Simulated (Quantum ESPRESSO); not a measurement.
**E(q) of MnS (Browneite) from supercells**

Aim: the energy of flat spin spirals of MnS (Browneite) that close within a few cells.

Main program and level: Quantum ESPRESSO 7.5; LDA with U = 4 eV on Mn d (ortho-atomic projectors); plane waves with GBRV 1.5 LDA potentials, no spin-orbit coupling, flat spiral in a supercell.

This is a report of a sequence of runs, with most program output left out.

### 1. Starting point

The structure is cubic, space group F-43m (No. 216). Conventional cell: a = 5.600 Å, b = 5.600 Å, c = 5.600 Å, α = 90.00°, β = 90.00°, γ = 90.00°. Mn has 4 S at 2.42 Å nearest. S has 4 Mn at 2.42 Å nearest. Farther neighbours and most contacts between anions are not listed.

The cell comes from the Crystallography Open Database.

### 2. Parallel moments, one cell

The input, pw.in:

```
&CONTROL
  calculation = 'scf'
  prefix = 'pwscf'
  outdir = './tmp'
  pseudo_dir = './pseudo'
  disk_io = 'nowf'
/
&SYSTEM
  ibrav = 0
  nat = 2
  ntyp = 2
  ecutwfc = 34
  ecutrho = 238
  nbnd = 34
  occupations = 'smearing'
  smearing = 'fd'
  degauss = 0.00734986
  noncolin = .true.
  starting_magnetization(1) = 0.3
  angle1(1) = 90
  angle2(1) = 0
  starting_magnetization(2) = 0
/
&ELECTRONS
  conv_thr = 2d-08
  electron_maxstep = 150
  mixing_beta = 0.3
/
ATOMIC_SPECIES
Mn     54.9380 mn_lda_v1.5.uspp.F.UPF
S      32.0600 s_lda_v1.4.uspp.F.UPF
CELL_PARAMETERS bohr
   0.0000000000    5.2912331490    5.2912331490
   5.2912331490    0.0000000000    5.2912331490
   5.2912331490    5.2912331490    0.0000000000
ATOMIC_POSITIONS crystal
Mn      0.0000000000    0.0000000000    0.0000000000
S       0.2500000000    0.2500000000    0.2500000000
K_POINTS automatic
12 4 4 0 0 0
HUBBARD {ortho-atomic}
U Mn-3d 4.0000
```

On the command line:

```bash
OMP_NUM_THREADS=1 mpirun -n 4 pw.x -nk 4 -in pw.in > pw.out
```

The job ended after 25 s (4 MPI ranks of Arm Neoverse V2, shared host; peak memory 0.43 GiB; 1.7 min of CPU time).

Spin moment in the atom's sphere by atom:

| atom | x (μB) | y (μB) | z (μB) | size |
| --- | --- | --- | --- | --- |
| Mn1 | 4.33 | 0.00 | 0.00 | 4.33 |
| S2 | 0.07 | 0.00 | 0.00 | 0.07 |

Numbers from this step:

| Item | Value |
| --- | --- |
| smearing term TS | 4.08e-4 eV |
| magnetization | 4.999, 0, 0 μB |
| absolute magnetization | 4.999 μB |
| final state | ferromagnetic |

### 3. One turn in 2 cells along the input cell's a

Neighbouring cells are turned by 180° in the xy plane; the cell holds 4 atoms.

The input, pw.in:

```
&CONTROL
  calculation = 'scf'
  prefix = 'pwscf'
  outdir = './tmp'
  pseudo_dir = './pseudo'
  disk_io = 'nowf'
/
&SYSTEM
  ibrav = 0
  nat = 4
  ntyp = 4
  ecutwfc = 34
  ecutrho = 238
  nbnd = 60
  occupations = 'smearing'
  smearing = 'fd'
  degauss = 0.00734986
  noncolin = .true.
  starting_magnetization(1) = 0.3
  angle1(1) = 90
  angle2(1) = 0
  starting_magnetization(2) = 0.3
  angle1(2) = 90
  angle2(2) = 180
  starting_magnetization(3) = 0
  starting_magnetization(4) = 0
/
&ELECTRONS
  conv_thr = 4d-08
  electron_maxstep = 150
  mixing_beta = 0.3
/
ATOMIC_SPECIES
Mn1    54.9380 mn_lda_v1.5.uspp.F.UPF
Mn2    54.9380 mn_lda_v1.5.uspp.F.UPF
S1     32.0600 s_lda_v1.4.uspp.F.UPF
S2     32.0600 s_lda_v1.4.uspp.F.UPF
CELL_PARAMETERS bohr
   0.0000000000   10.5824662979   10.5824662979
   5.2912331490    0.0000000000    5.2912331490
   5.2912331490    5.2912331490    0.0000000000
ATOMIC_POSITIONS crystal
Mn1     0.0000000000    0.0000000000    0.0000000000
Mn2     0.5000000000    0.0000000000    0.0000000000
S1      0.1250000000    0.2500000000    0.2500000000
S2      0.6250000000    0.2500000000    0.2500000000
K_POINTS automatic
6 4 4 0 0 0
HUBBARD {ortho-atomic}
U Mn1-3d 4.0000
U Mn2-3d 4.0000
```

Elapsed: 75 s, on 4 MPI ranks; peak memory 0.76 GiB.

Spin moment in the atom's sphere by atom:

| atom | x (μB) | y (μB) | z (μB) | size |
| --- | --- | --- | --- | --- |
| Mn1 | 4.27 | 0.00 | 0.00 | 4.27 |
| Mn2 | -4.27 | 0.00 | 0.00 | 4.27 |
| S3 | 0.04 | 0.00 | 0.00 | 0.04 |
| S4 | -0.04 | 0.00 | 0.00 | 0.04 |

This step gave:

```
smearing term TS       : 1.39e-5 eV
magnetization          : 0, 0, 0 μB
absolute magnetization : 9.609 μB
final state            : antiferromagnetic
```

### 4. One turn in 3 cells along the input cell's a

Neighbouring cells are turned by 120° in the xy plane; the cell holds 6 atoms.

The input, pw.in:

```
&CONTROL
  calculation = 'scf'
  prefix = 'pwscf'
  outdir = './tmp'
  pseudo_dir = './pseudo'
  disk_io = 'nowf'
/
&SYSTEM
  ibrav = 0
  nat = 6
  ntyp = 6
  ecutwfc = 34
  ecutrho = 238
  nbnd = 84
  occupations = 'smearing'
  smearing = 'fd'
  degauss = 0.00734986
  noncolin = .true.
  starting_magnetization(1) = 0.3
  angle1(1) = 90
  angle2(1) = 0
  starting_magnetization(2) = 0.3
  angle1(2) = 90
  angle2(2) = 120
  starting_magnetization(3) = 0.3
  angle1(3) = 90
  angle2(3) = -120
  starting_magnetization(4) = 0
  starting_magnetization(5) = 0
  starting_magnetization(6) = 0
/
&ELECTRONS
  conv_thr = 6d-08
  electron_maxstep = 150
  mixing_beta = 0.3
/
ATOMIC_SPECIES
Mn1    54.9380 mn_lda_v1.5.uspp.F.UPF
Mn2    54.9380 mn_lda_v1.5.uspp.F.UPF
Mn3    54.9380 mn_lda_v1.5.uspp.F.UPF
S1     32.0600 s_lda_v1.4.uspp.F.UPF
S2     32.0600 s_lda_v1.4.uspp.F.UPF
S3     32.0600 s_lda_v1.4.uspp.F.UPF
CELL_PARAMETERS bohr
   0.0000000000   15.8736994469   15.8736994469
   5.2912331490    0.0000000000    5.2912331490
   5.2912331490    5.2912331490    0.0000000000
ATOMIC_POSITIONS crystal
Mn1     0.0000000000    0.0000000000    0.0000000000
Mn2     0.3333333333    0.0000000000    0.0000000000
Mn3     0.6666666667    0.0000000000    0.0000000000
S1      0.0833333333    0.2500000000    0.2500000000
S2      0.4166666667    0.2500000000    0.2500000000
S3      0.7500000000    0.2500000000    0.2500000000
K_POINTS automatic
4 4 4 0 0 0
HUBBARD {ortho-atomic}
U Mn1-3d 4.0000
U Mn2-3d 4.0000
U Mn3-3d 4.0000
```

Wall time 4.3 min (4 MPI ranks); peak memory 1.4 GiB.

Spin moment in the atom's sphere by atom:

```csv
atom,x (μB),y (μB),z (μB),size
Mn1,4.28,0.00,0.00,4.28
Mn2,-2.14,3.71,0.00,4.28
Mn3,-2.14,-3.71,0.00,4.28
S4,0.04,0.01,0.00,0.04
S5,-0.03,0.03,0.00,0.04
S6,-0.01,-0.04,0.00,0.04
```

Numbers from this step:

```yaml
smearing_term_ts: 7.60e-5 eV
magnetization: 0, 0, 0 μB
absolute_magnetization: 14.57 μB
final_state: non-collinear
```

Valence density in the ac plane at fractional y = 0.000, with atoms of Mn within 0.2 Å of it. It is the smooth field of the valence electrons, not physical close to the nuclei.

Ten steps, logarithmic in the rise over the least value, from '0' (0 e/Å³) to '9' (17 e/Å³), each cell a mean:
```
995200001489952000014899520000148
775200000147752000001477520000014
333100000013331000000133310000001
122110000001221100000012211000000
122210000001222100000012221000000
123321000001233210000012332100000
123332110001233321100012333211000
122333211221223332112212233321122
422233223554222332235542223322355
852222223798522222237985222222379
984111113799841111137998411111379
```
Columns run along a (11.9 Å), rows up along c (4.0 Å). Atoms in or near the plane, at fractional coordinates: Mn at (0.00, 0.00), Mn at (0.33, 0.00), Mn at (0.67, 0.00).

### 5. One turn in 4 cells along the input cell's a

Neighbouring cells are turned by 90° in the xy plane; the cell holds 8 atoms.

The input, pw.in:

```
&CONTROL
  calculation = 'scf'
  prefix = 'pwscf'
  outdir = './tmp'
  pseudo_dir = './pseudo'
  disk_io = 'nowf'
/
&SYSTEM
  ibrav = 0
  nat = 8
  ntyp = 8
  ecutwfc = 34
  ecutrho = 238
  nbnd = 110
  occupations = 'smearing'
  smearing = 'fd'
  degauss = 0.00734986
  noncolin = .true.
  starting_magnetization(1) = 0.3
  angle1(1) = 90
  angle2(1) = 0
  starting_magnetization(2) = 0.3
  angle1(2) = 90
  angle2(2) = 90
  starting_magnetization(3) = 0.3
  angle1(3) = 90
  angle2(3) = 180
  starting_magnetization(4) = 0.3
  angle1(4) = 90
  angle2(4) = -90
  starting_magnetization(5) = 0
  starting_magnetization(6) = 0
  starting_magnetization(7) = 0
  starting_magnetization(8) = 0
/
&ELECTRONS
  conv_thr = 8d-08
  electron_maxstep = 150
  mixing_beta = 0.3
/
ATOMIC_SPECIES
Mn1    54.9380 mn_lda_v1.5.uspp.F.UPF
Mn2    54.9380 mn_lda_v1.5.uspp.F.UPF
Mn3    54.9380 mn_lda_v1.5.uspp.F.UPF
Mn4    54.9380 mn_lda_v1.5.uspp.F.UPF
S1     32.0600 s_lda_v1.4.uspp.F.UPF
S2     32.0600 s_lda_v1.4.uspp.F.UPF
S3     32.0600 s_lda_v1.4.uspp.F.UPF
S4     32.0600 s_lda_v1.4.uspp.F.UPF
CELL_PARAMETERS bohr
   0.0000000000   21.1649325958   21.1649325958
   5.2912331490    0.0000000000    5.2912331490
   5.2912331490    5.2912331490    0.0000000000
ATOMIC_POSITIONS crystal
Mn1     0.0000000000    0.0000000000    0.0000000000
Mn2     0.2500000000    0.0000000000    0.0000000000
Mn3     0.5000000000    0.0000000000    0.0000000000
Mn4     0.7500000000    0.0000000000    0.0000000000
S1      0.0625000000    0.2500000000    0.2500000000
S2      0.3125000000    0.2500000000    0.2500000000
S3      0.5625000000    0.2500000000    0.2500000000
S4      0.8125000000    0.2500000000    0.2500000000
K_POINTS automatic
3 4 4 0 0 0
HUBBARD {ortho-atomic}
U Mn1-3d 4.0000
U Mn2-3d 4.0000
U Mn3-3d 4.0000
U Mn4-3d 4.0000
```

Run time: 7.8 min. Hardware: 4 MPI ranks; peak memory 1.9 GiB.

This step gave:

```yaml
smearing_term_ts: 2.74e-4 eV
magnetization: 0, 0, 0 μB
absolute_magnetization: 19.61 μB
final_state: non-collinear
largest_moment: 4.298 μB
```

### 6. An input with a fault

One input was spoiled on purpose, to see how the program answers.

The input, pw.in:

```
&CONTROL
  calculation = 'scf'
  prefix = 'pwscf'
  outdir = './tmp'
  pseudo_dir = './pseudo'
  disk_io = 'nowf'
/
&SYSTEM
  ibrav = 0
  nat = 2
  ntyp = 2
  ecutwfc = 34
  ecutrho = 238
  nbnd = 19
  occupations = 'smearing'
  smearing = 'fd'
  degauss = 0.5
  nspin = 2
  starting_magnetization(1) = 0.3
  starting_magnetization(2) = 0
/
&ELECTRONS
  conv_thr = 2d-08
  electron_maxstep = 60
  mixing_beta = 0.3
/
ATOMIC_SPECIES
Mn     54.9380 mn_lda_v1.5.uspp.F.UPF
S      32.0600 s_lda_v1.4.uspp.F.UPF
CELL_PARAMETERS angstrom
   0.0000000000    2.8000000000    2.8000000000
   2.8000000000    0.0000000000    2.8000000000
   2.8000000000    2.8000000000    0.0000000000
ATOMIC_POSITIONS crystal
Mn      0.0000000000    0.0000000000    0.0000000000
S       0.2500000000    0.2500000000    0.2500000000
K_POINTS automatic
4 4 4 0 0 0
HUBBARD {ortho-atomic}
U Mn-3d 4.0000
```

Wall time 3.2 s (4 MPI ranks); peak memory 0.29 GiB.

Convergence was reached, yet the input spoils the result.

The fault in the input: a smearing width of 0.5 Ry, which is 6.8 eV.

### 7. E(q)

Spirals:

| q along the reciprocal vector | energy less that at q = 0 (meV a seeded atom) | largest site moment (μB) | typed angles kept | CPU time (s) |
| --- | --- | --- | --- | --- |
| 0 | 0 | 4.331 | yes | 100.3 |
| 0.25 | -44.35 | 4.298 | yes | 1866 |
| 0.3333 | -65.81 | 4.283 | yes | 1033 |
| 0.5 | -86.93 | 4.269 | yes | 300.3 |

Table of energy less that at q = 0, self-consistent by path:

| path (Å⁻¹) | energy less that at q = 0, self-consistent (meV a seeded atom) |
| --- | --- |
| 0.000 | 0 |
| 0.486 | -44.4 |
| 0.648 | -65.8 |
| 0.972 | -86.9 |

### 8. What came out

| Quantity | Value |
| --- | --- |
| lowest point | q = 0.5 along a*, -86.9 meV a seeded atom |
| highest point | q = 0, 0 meV a seeded atom |

What this shows: The state at q = 0.5 lies 87 meV a seeded atom under the parallel one, with neighbouring cells opposed. The moment changes by 1.4 % between the spirals. The cell of 4 repeats took 19 times the CPU time of the single cell, though its mesh is shorter in proportion. Here a and a* are vectors of the cell in the input, which need not be the conventional cell, and only this direction was probed. The mesh is coarse, so differences of some ten meV can be noise in a metal. Energies are free energies at an electronic temperature of 1160 K, which lowers moments and differences where the moments are itinerant. The cutoff lies under the 40 Ry that these files are usually run at.

[Logs and program files are shortened in this print: banners, set-up blocks, solver, clock and traceback lines can be left out without a mark of their own.]

[Logs are printed without paths, hosts, clocks, repeated set-up lines and the standing remarks that a program may print on its own settings, such as how far it seeks lower states.]

[Hosts, paths, dates, database ids (printed as entryN), source tags and the programs' standing remarks are cut or masked in the printed files.]

[Where a cell is said to come from a database of computed structures, the database is the Materials Project.]
